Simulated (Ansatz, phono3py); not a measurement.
## PbSe (Clausthalite, Fm-3m): thermal conductivity with phono3py

The second- and third-order constants of PbSe (Clausthalite) come from an earlier supercell run; what does phono3py make of them?

What experiment has found for this phase:
- thermal conductivity 2 W/m/K near room temperature (given in “Combining the AFLOW GIBBS and Elastic Libraries to efficiently and robustly screen thermo-mechanical properties of solids”, 2017, arXiv:1611.05714)
- thermal conductivity 2 W/m/K near room temperature (given in “Predicting the lattice thermal conductivity of solids by solving the Boltzmann transport equation: AFLOW - AAPL an automated, accurate and efficient framework”, 2017, arXiv:1611.05481)

Method: DFT r2SCAN, scalar-relativistic, plane waves, PAW, in the first sound run; inputs show where later runs differ, in Ansatz 0.2.0 and phono3py 4.10.0.

## Step 1: The structure

It takes space group Fm-3m (No. 225, cubic). Conventional cell: a = 6.178 Å, b = 6.178 Å, c = 6.178 Å, α = 90.00°, β = 90.00°, γ = 90.00°. Nearest to Pb lie 6 Se at 3.09 Å. Nearest to Se lie 6 Pb at 3.09 Å. Farther neighbours and most contacts between anions are not listed.

## Step 2: Where the constants come from

File input.yaml:

```yaml
crystal:
  lattice:
    - [0.0, 3.0890130577, 3.0890130577]
    - [3.0890130577, 0.0, 3.0890130577]
    - [3.0890130577, 3.0890130577, 0.0]
  atoms:
    - { symbol: Pb, position: [0.0, 0.0, 0.0] }
    - { symbol: Se, position: [0.5, 0.5, 0.5] }
kpoints:
  mp_grid: { grid: [6, 6, 6] }
hamiltonian:
  xc: r2scan
scf:
  occupations: { method: fixed }
output:
  eigenvalues: true
phonons:
  method: fd
  dielectric: true
  qmesh: [6, 6, 6]
  temperatures: { t_max: 1000, t_step: 50 }
  qpath:
    path:
      - [[0.0, 0.0, 0.0], [0.5, 0.0, 0.5], [0.5, 0.25, 0.75], [0.375, 0.375, 0.75], [0.0, 0.0, 0.0], [0.5, 0.5, 0.5], [0.625, 0.25, 0.625], [0.5, 0.25, 0.75], [0.5, 0.5, 0.5], [0.375, 0.375, 0.75]]
      - [[0.625, 0.25, 0.625], [0.5, 0.0, 0.5]]
    npoints: 10
  third_order: { supercell: [3, 3, 3], pair_cutoff: 4.519 }
  lattice_thermal_conductivity:
    qmesh: [17, 17, 17]
    temperatures: [100.0, 150.0, 200.0, 300.0, 400.0, 500.0, 600.0, 800.0]
    isotope_mass_variance:
      - { species: Pb, variance: 1.944e-05 }
      - { species: Se, variance: 0.0004628 }
```

Command:

```
$ ansatz run input.yaml --threads 18 --pin off --max-ram 92160MiB --backend cuda --events-out ev --progress --plain --runs-dir out
```

Elapsed: 2.7 min, on 1 × NVIDIA GB200 with 18 threads of Arm Neoverse V2, shared host; peak memory 2.9 GiB.

This step gave:

```
highest frequency            : 152.2 cm⁻¹
κ at 300 K (relaxation time) : 1.083 W/m/K
κ at 300 K (full solution)   : 1.267 W/m/K
dipole term                  : run
third-order blocks           : 350
```

## Step 3: Relaxation-time solution

The base run: each mode relaxes on its own with natural isotopes, and rates are split into normal and umklapp parts.

This step: DFT r2SCAN, scalar-relativistic, plane waves, PAW; phono3py on Ansatz's force constants (phono3py 4.10.0).

File phono3py.yaml:

```yaml
phono3py:
  version: "4.10.0"
  frequency_unit_conversion_factor: 15.633302
  symmetry_tolerance: 1.00000e-05

physical_unit:
  atomic_mass: "AMU"
  length: "angstrom"

space_group:
  type: "Fm-3m"
  number: 225
  Hall_symbol: "-F 4 2 3"

primitive_matrix:
- [  1.000000000000000,  0.000000000000000,  0.000000000000000 ]
- [  0.000000000000000,  1.000000000000000,  0.000000000000000 ]
- [  0.000000000000000,  0.000000000000000,  1.000000000000000 ]

supercell_matrix:
- [   3,   0,   0 ]
- [   0,   3,   0 ]
- [   0,   0,   3 ]

# [primitive_cell block left out]
unit_cell:
  lattice:
  - [     0.000000000000000,     3.089013057700000,     3.089013057700000 ] # a
  - [     3.089013057700000,     0.000000000000000,     3.089013057700000 ] # b
  - [     3.089013057700000,     3.089013057700000,     0.000000000000000 ] # c
  points:
  - symbol: Pb # 1
    coordinates: [  0.000000000000000,  0.000000000000000,  0.000000000000000 ]
    mass: 207.200000
    reduced_to: 1
  - symbol: Se # 2
    coordinates: [  0.500000000000000,  0.500000000000000,  0.500000000000000 ]
    mass: 78.971000
    reduced_to: 2

# [supercell block left out]
phonon_supercell_matrix:
- [   6,   0,   0 ]
- [   0,   6,   0 ]
- [   0,   0,   6 ]

# [phonon_primitive_cell block left out]
# [phonon_supercell block left out]
nac:
  born_effective_charge:
  - # 1 (Pb)
    - [  4.833313251020964,  0.000000000000000,  0.000000000000000 ]
    - [  0.000000000000000,  4.833313251020963,  0.000000000000000 ]
    - [  0.000000000000000,  0.000000000000000,  4.833313251020965 ]
  - # 2 (Se)
    - [ -4.833313251020964,  0.000000000000000,  0.000000000000000 ]
    - [  0.000000000000000, -4.833313251020963,  0.000000000000000 ]
    - [  0.000000000000000,  0.000000000000000, -4.833313251020965 ]
  dielectric_constant:
    - [ 17.013646291544731,  0.000000000000000,  0.000000000000000 ]
    - [  0.000000000000000, 17.013646291544731,  0.000000000000000 ]
    - [  0.000000000000000,  0.000000000000000, 17.013646291544731 ]
  unit_conversion_factor: 14.399645
```

Command:

```
$ phono3py phono3py.yaml --mesh 17 17 17 --br --isotope --nu --ts 100 150 200 300 400 500 600 800
```

What it wrote:

```text
Rust backend (phonors) using rayon (8 threads).
Running in phono3py.load mode.
Spglib version 2.8.0
----------------------------- General settings -----------------------------
Run mode: conductivity-RTA
HDF5 data compression filter: gzip
Crystal structure was read from "phono3py.yaml".
Supercell (dim): [3 3 3]
Phonon supercell (dim-fc2): [6 6 6]
Primitive matrix:
  [1. 0. 0.]
  [0. 1. 0.]
  [0. 0. 1.]
Spacegroup: Fm-3m (225)
Use -v option to watch primitive cell, unit cell, and supercell structures.
NAC parameters were read from "phono3py.yaml".
fc3 was read from "fc3.hdf5".
fc2 was read from "fc2.hdf5".
----------------------------- Force constants ------------------------------
Max drift of fc3: 0.00000200 (yyy) 0.00000200 (yyy) 0.00000200 (yyy)
Max drift of fc2: -0.00000900 (yy) -0.00000900 (yy)
--------------------------- Calculation settings ---------------------------
Non-analytical term correction (NAC): True
NAC unit conversion factor:  14.39964
BZ integration: Tetrahedron-method
Temperature:  100.0  150.0  200.0  300.0  400.0 ... 800.0
Cutoff frequency: 0.01
Mesh sampling: [ 17 17 17 ]
Generating grid system ... [ 17 17 17 ]
fc3-r2q-transformation over three atoms: True
--------------------------- Phonon calculations ----------------------------
Use NAC by Gonze et al. (no real space sum in current implementation)
  PRB 50, 13035(R) (1994), PRB 55, 10355 (1997)
  G-cutoff distance: 1.07, Number of G-points: 307, Lambda: 0.46
Running harmonic phonon calculations...
-------------------- Lattice thermal conductivity (RTA) --------------------
Running heat capacity calculations...
Running velocity calculations...
Running isotope scattering calculations with tetrahedron method...
======================= Grid point 0 (1/165) =======================
q-point: ( 0.00  0.00  0.00)
Boundary mean free path (millimeter): 1000.000
Mass variance parameters: 1.94e-05 4.63e-04
Number of triplets: 165
Frequency     group velocity (x, y, z)     |gv|
  -0.003   (   0.000    0.000    0.000)    0.000
  -0.003   (   0.000    0.000    0.000)    0.000
  -0.003   (   0.000    0.000    0.000)    0.000
   0.401   (   0.000    0.000    0.000)    0.000
   0.401   (   0.000    0.000    0.000)    0.000
   0.401   (   0.000    0.000    0.000)    0.000
======================= Grid point 1 (2/165) =======================
q-point: ( 0.06  0.00  0.00)
Boundary mean free path (millimeter): 1000.000
Mass variance parameters: 1.94e-05 4.63e-04
Number of triplets: 489
Frequency     group velocity (x, y, z)     |gv|
   0.311   (  -9.823    9.823    9.823)   17.013
   0.311   (  -9.823    9.823    9.823)   17.013
   0.526   ( -17.831   17.831   17.831)   30.885
   1.081   ( -31.393   31.393   31.393)   54.374
   1.081   ( -31.393   31.393   31.393)   54.374
   4.282   (  -1.401    1.401    1.401)    2.426
[162 grid points left out]
======================= Grid point 1322 (165/165) =======================
q-point: ( 0.71  0.47  0.24)
Boundary mean free path (millimeter): 1000.000
Mass variance parameters: 1.94e-05 4.63e-04
Number of triplets: 1305
Frequency     group velocity (x, y, z)     |gv|
   1.283   (  -0.000    4.215   -0.062)    4.215
   1.326   (   0.000   -2.968   -1.510)    3.330
   2.004   (  -0.000    2.097   -4.831)    5.267
   2.190   (  -0.000    5.726    0.509)    5.748
   2.333   (   0.000   -3.621  -18.138)   18.496
   3.758   (   0.000    2.430   -1.845)    3.051
=================== End of collection of collisions ===================
----------- Thermal conductivity (W/m-k) with tetrahedron method -----------
#  T(K)        xx         yy         zz         yz         xz         xy
  100.0       2.737      2.737      2.737     -0.000      0.000      0.000
  150.0       1.859      1.859      1.859     -0.000      0.000      0.000
  200.0       1.404      1.404      1.404     -0.000      0.000      0.000
  300.0       0.942      0.942      0.942     -0.000      0.000      0.000
  400.0       0.708      0.708      0.708     -0.000      0.000      0.000
  500.0       0.567      0.567      0.567     -0.000      0.000      0.000
  600.0       0.473      0.473      0.473     -0.000      0.000      0.000
  800.0       0.355      0.355      0.355     -0.000      0.000      0.000

Thermal conductivity related properties were written into
"kappa-m171717.hdf5".
Summary of calculation was written in "phono3py.yaml".
```

Run time: 31 s. Hardware: 8 threads of Arm Neoverse N1, shared host; peak memory 0.14 GiB; 2.9 min of CPU time.

This step gave:

```
κ at 300 K                                       : 0.942 W/m/K
κ xx, yy, zz at 300 K                            : 0.942, 0.942, 0.942 W/m/K
normal share of three-phonon scattering at 300 K : 0.504
```

W/m/K. Kappa, by row:

```tsv
T (K)	xx	yy	zz	yz	xz	xy
100	2.737	2.737	2.737	0	0	0
150	1.859	1.859	1.859	0	0	0
200	1.404	1.404	1.404	0	0	0
300	0.942	0.942	0.942	0	0	0
400	0.7082	0.7082	0.7082	0	0	0
500	0.5672	0.5672	0.5672	0	0	0
600	0.473	0.473	0.473	0	0	0
800	0.355	0.355	0.355	0	0	0
```

Lattice thermal conductivity, xx against temperature:

```tsv
temperature (K)	lattice thermal conductivity, xx (W/m/K)
100	2.74
150	1.86
200	1.40
300	0.942
400	0.708
500	0.567
600	0.473
800	0.355
```

The mean scattering rate at 300 K by frequency:

```tsv
frequency (THz)	normal (1/ps)	umklapp (1/ps)
0.09	-	-
0.28	0.0551	0.00284
0.47	0.101	0.0103
0.66	0.12	0.0271
0.85	0.245	0.0876
1.04	0.24	0.173
1.23	0.264	0.274
1.42	0.295	0.374
1.61	0.694	0.315
1.80	0.757	0.48
1.99	0.824	0.726
2.18	0.811	0.745
2.37	0.75	0.752
2.56	0.793	0.957
2.75	0.997	0.897
2.94	1.08	0.693
3.13	1.27	0.921
3.32	1.6	1.62
3.51	1.86	2.09
3.70	1.43	2.42
3.89	1.36	1.98
4.08	1.55	1.67
4.27	1.7	1.44
4.46	1.61	0.798
```

The base value at 300 K is 0.942 W/(m K).

The lattice thermal conductivity, xx is 0.942 W/m/K at 300 K, going as T^-1.0 above 200 K.

## Step 4: Two programs, one set of constants

This step: DFT r2SCAN, scalar-relativistic, plane waves, PAW (Ansatz 0.2.0).

Ansatz's figure includes its coherence part. Comparison, by row:

```tsv
T (K)	Ansatz RTA (W/m/K)	phono3py RTA (W/m/K)	difference (%)
100	2.822	2.737	-3.01
150	1.964	1.859	-5.35
200	1.525	1.404	-7.93
300	1.083	0.942	-13.02
400	0.8616	0.7082	-17.8
500	0.7283	0.5672	-22.12
600	0.639	0.473	-25.98
800	0.5261	0.355	-32.52
```

## Step 5: Without isotopes, third order supercell 3×3×3, supercell 6×6×6

Leaving out the isotope term shows how much the natural mass disorder scatters.

This step: DFT r2SCAN, scalar-relativistic, plane waves, PAW; phono3py on Ansatz's force constants (phono3py 4.10.0).

phono3py.yaml is that of step 3.

Command:

```
$ phono3py phono3py.yaml --mesh 17 17 17 --br --ts 100 150 200 300 400 500 600 800
```

What it wrote:

```text
[banner, memory and clock lines left out]
Rust backend (phonors) using rayon (8 threads).
Running in phono3py.load mode.
Spglib version 2.8.0
----------------------------- General settings -----------------------------
Run mode: conductivity-RTA
HDF5 data compression filter: gzip
Crystal structure was read from "phono3py.yaml".
Supercell (dim): [3 3 3]
Phonon supercell (dim-fc2): [6 6 6]
Primitive matrix:
  [1. 0. 0.]
  [0. 1. 0.]
  [0. 0. 1.]
Spacegroup: Fm-3m (225)
Use -v option to watch primitive cell, unit cell, and supercell structures.
NAC parameters were read from "phono3py.yaml".
fc3 was read from "fc3.hdf5".
fc2 was read from "fc2.hdf5".
----------------------------- Force constants ------------------------------
Max drift of fc3: 0.00000200 (yyy) 0.00000200 (yyy) 0.00000200 (yyy)
Max drift of fc2: -0.00000900 (yy) -0.00000900 (yy)
--------------------------- Calculation settings ---------------------------
Non-analytical term correction (NAC): True
NAC unit conversion factor:  14.39964
BZ integration: Tetrahedron-method
Temperature:  100.0  150.0  200.0  300.0  400.0 ... 800.0
Cutoff frequency: 0.01
Mesh sampling: [ 17 17 17 ]
Generating grid system ... [ 17 17 17 ]
fc3-r2q-transformation over three atoms: True
--------------------------- Phonon calculations ----------------------------
  PRB 50, 13035(R) (1994), PRB 55, 10355 (1997)
  G-cutoff distance: 1.07, Number of G-points: 307, Lambda: 0.46
Running harmonic phonon calculations...
-------------------- Lattice thermal conductivity (RTA) --------------------
Running heat capacity calculations...
Running velocity calculations...
======================= Grid point 0 (1/165) =======================
q-point: ( 0.00  0.00  0.00)
Boundary mean free path (millimeter): 1000.000
Number of triplets: 165
Frequency     group velocity (x, y, z)     |gv|
  -0.003   (   0.000    0.000    0.000)    0.000
  -0.003   (   0.000    0.000    0.000)    0.000
  -0.003   (   0.000    0.000    0.000)    0.000
   0.401   (   0.000    0.000    0.000)    0.000
   0.401   (   0.000    0.000    0.000)    0.000
   0.401   (   0.000    0.000    0.000)    0.000
======================= Grid point 1 (2/165) =======================
q-point: ( 0.06  0.00  0.00)
Boundary mean free path (millimeter): 1000.000
Number of triplets: 489
Frequency     group velocity (x, y, z)     |gv|
   0.311   (  -9.823    9.823    9.823)   17.013
   0.311   (  -9.823    9.823    9.823)   17.013
   0.526   ( -17.831   17.831   17.831)   30.885
   1.081   ( -31.393   31.393   31.393)   54.374
   1.081   ( -31.393   31.393   31.393)   54.374
   4.282   (  -1.401    1.401    1.401)    2.426
[162 grid points left out]
======================= Grid point 1322 (165/165) =======================
q-point: ( 0.71  0.47  0.24)
Boundary mean free path (millimeter): 1000.000
Number of triplets: 1305
Frequency     group velocity (x, y, z)     |gv|
   1.283   (  -0.000    4.215   -0.062)    4.215
   1.326   (   0.000   -2.968   -1.510)    3.330
   2.004   (  -0.000    2.097   -4.831)    5.267
   2.190   (  -0.000    5.726    0.509)    5.748
   2.333   (   0.000   -3.621  -18.138)   18.496
   3.758   (   0.000    2.430   -1.845)    3.051
=================== End of collection of collisions ===================
----------- Thermal conductivity (W/m-k) with tetrahedron method -----------
#  T(K)        xx         yy         zz         yz         xz         xy
  100.0       2.760      2.760      2.760     -0.000      0.000      0.000
  150.0       1.869      1.869      1.869     -0.000      0.000      0.000
  200.0       1.411      1.411      1.411     -0.000      0.000      0.000
  300.0       0.945      0.945      0.945     -0.000      0.000      0.000
  400.0       0.710      0.710      0.710     -0.000      0.000      0.000
  500.0       0.568      0.568      0.568     -0.000      0.000      0.000
  600.0       0.474      0.474      0.474     -0.000      0.000      0.000
  800.0       0.355      0.355      0.355     -0.000      0.000      0.000

Thermal conductivity related properties were written into
"kappa-m171717.hdf5".
Summary of calculation was written in "phono3py.yaml".
```

The job ended after 28 s (8 threads; peak memory 0.14 GiB; 2.6 min of CPU time).

This step gave:

```
κ at 300 K            : 0.9448 W/m/K
κ xx, yy, zz at 300 K : 0.9448, 0.9448, 0.9448 W/m/K
```

W/m/K. Kappa, by row:

```tsv
T (K)	xx	yy	zz	yz	xz	xy
100	2.76	2.76	2.76	0	0	0
150	1.869	1.869	1.869	0	0	0
200	1.411	1.411	1.411	0	0	0
300	0.9448	0.9448	0.9448	0	0	0
400	0.7097	0.7097	0.7097	0	0	0
500	0.5682	0.5682	0.5682	0	0	0
600	0.4737	0.4737	0.4737	0	0	0
800	0.3554	0.3554	0.3554	0	0	0
```

κ at 300 K goes from 0.942 in the base run to 0.945 W/(m K).

## Step 6: Another q-mesh, third order supercell 3×3×3, supercell 6×6×6

The q-mesh of the transport sums changes, with the same scattering terms.

phono3py.yaml is that of step 5.

Command:

```
$ phono3py phono3py.yaml --mesh 3 3 3 --br --isotope --ts 100 300 600
```

What it wrote:

```text
[banner, memory and clock lines left out]
Rust backend (phonors) using rayon (8 threads).
Running in phono3py.load mode.
Spglib version 2.8.0
----------------------------- General settings -----------------------------
Run mode: conductivity-RTA
HDF5 data compression filter: gzip
Crystal structure was read from "phono3py.yaml".
Supercell (dim): [3 3 3]
Phonon supercell (dim-fc2): [6 6 6]
Primitive matrix:
  [1. 0. 0.]
  [0. 1. 0.]
  [0. 0. 1.]
Spacegroup: Fm-3m (225)
Use -v option to watch primitive cell, unit cell, and supercell structures.
NAC parameters were read from "phono3py.yaml".
fc3 was read from "fc3.hdf5".
fc2 was read from "fc2.hdf5".
----------------------------- Force constants ------------------------------
Max drift of fc3: 0.00000200 (yyy) 0.00000200 (yyy) 0.00000200 (yyy)
Max drift of fc2: -0.00000900 (yy) -0.00000900 (yy)
--------------------------- Calculation settings ---------------------------
Non-analytical term correction (NAC): True
NAC unit conversion factor:  14.39964
BZ integration: Tetrahedron-method
Temperature:  100.0  300.0  600.0
Cutoff frequency: 0.01
Mesh sampling: [ 3 3 3 ]
Generating grid system ... [ 3 3 3 ]
fc3-r2q-transformation over three atoms: True
--------------------------- Phonon calculations ----------------------------
  PRB 50, 13035(R) (1994), PRB 55, 10355 (1997)
  G-cutoff distance: 1.07, Number of G-points: 307, Lambda: 0.46
Running harmonic phonon calculations...
-------------------- Lattice thermal conductivity (RTA) --------------------
Running heat capacity calculations...
Running velocity calculations...
Running isotope scattering calculations with tetrahedron method...
======================= Grid point 0 (1/4) =======================
q-point: ( 0.00  0.00  0.00)
Boundary mean free path (millimeter): 1000.000
Mass variance parameters: 1.94e-05 4.63e-04
Number of triplets: 4
Frequency     group velocity (x, y, z)     |gv|
  -0.003   (   0.000    0.000    0.000)    0.000
  -0.003   (   0.000    0.000    0.000)    0.000
  -0.003   (   0.000    0.000    0.000)    0.000
   0.401   (   0.000    0.000    0.000)    0.000
   0.401   (   0.000    0.000    0.000)    0.000
   0.401   (   0.000    0.000    0.000)    0.000
======================= Grid point 1 (2/4) =======================
q-point: ( 0.33  0.00  0.00)
Boundary mean free path (millimeter): 1000.000
Mass variance parameters: 1.94e-05 4.63e-04
Number of triplets: 6
Frequency     group velocity (x, y, z)     |gv|
   1.299   (  -4.865    4.865    4.865)    8.426
   1.299   (  -4.865    4.865    4.865)    8.426
   2.477   ( -12.559   12.559   12.559)   21.753
   3.389   (  -5.246    5.246    5.246)    9.086
   3.389   (  -5.246    5.246    5.246)    9.086
   4.494   (   3.529   -3.529   -3.529)    6.113
======================= Grid point 4 (3/4) =======================
q-point: ( 0.33  0.33  0.00)
Boundary mean free path (millimeter): 1000.000
Mass variance parameters: 1.94e-05 4.63e-04
Number of triplets: 6
Frequency     group velocity (x, y, z)     |gv|
   0.938   (   0.000   -0.000    0.396)    0.396
   0.938   (   0.000   -0.000    0.396)    0.396
   1.844   (  -0.000    0.000   -1.661)    1.661
   1.844   (  -0.000    0.000   -1.661)    1.661
   2.082   (  -0.000    0.000  -10.292)   10.292
   3.535   (  -0.000    0.000  -18.252)   18.252
======================= Grid point 5 (4/4) =======================
q-point: (-0.33  0.33  0.00)
Boundary mean free path (millimeter): 1000.000
Mass variance parameters: 1.94e-05 4.63e-04
Number of triplets: 8
Frequency     group velocity (x, y, z)     |gv|
   1.346   (   0.511   -0.511    0.000)    0.723
   1.355   (  -3.362    3.362    0.000)    4.755
   2.259   (   0.415   -0.415    0.000)    0.587
   2.313   ( -10.690   10.690    0.000)   15.117
   3.253   (  -8.626    8.626    0.000)   12.199
   3.855   (  -6.768    6.768    0.000)    9.571
=================== End of collection of collisions ===================
----------- Thermal conductivity (W/m-k) with tetrahedron method -----------
#  T(K)        xx         yy         zz         yz         xz         xy
  100.0       0.286      0.286      0.286     -0.000     -0.000      0.000
  300.0       0.105      0.105      0.105     -0.000     -0.000      0.000
  600.0       0.053      0.053      0.053     -0.000     -0.000      0.000

Thermal conductivity related properties were written into
"kappa-m333.hdf5".
Summary of calculation was written in "phono3py.yaml".
```

Elapsed: 5.9 s, on 8 threads; peak memory 0.14 GiB; 5.9 s of CPU time.

Numbers from this step:

```yaml
kappa_at_300_k: 0.1055 W/m/K
kappa_xx_yy_zz_at_300_k: 0.1055, 0.1055, 0.1055 W/m/K
```

W/m/K. Kappa, by row:

```tsv
T (K)	xx	yy	zz	yz	xz	xy
100	0.2863	0.2863	0.2863	0	0	0
300	0.1055	0.1055	0.1055	0	0	0
600	0.05327	0.05327	0.05327	0	0	0
```

This mesh is too coarse for the transport sums: κ at 300 K comes out at 0.105 against 0.942 W/(m K) in the base run.

(Continued in part 2 of 5.)

[Logs are printed without paths, hosts, clocks, repeated set-up lines and the standing remarks that a program may print on its own settings, such as how far it seeks lower states.]

[Hosts, paths, dates, database ids (printed as entryN), source tags and the programs' standing remarks are cut or masked in the printed files.]

[A step with changed settings may run another functional than the one named; its input shows which.]
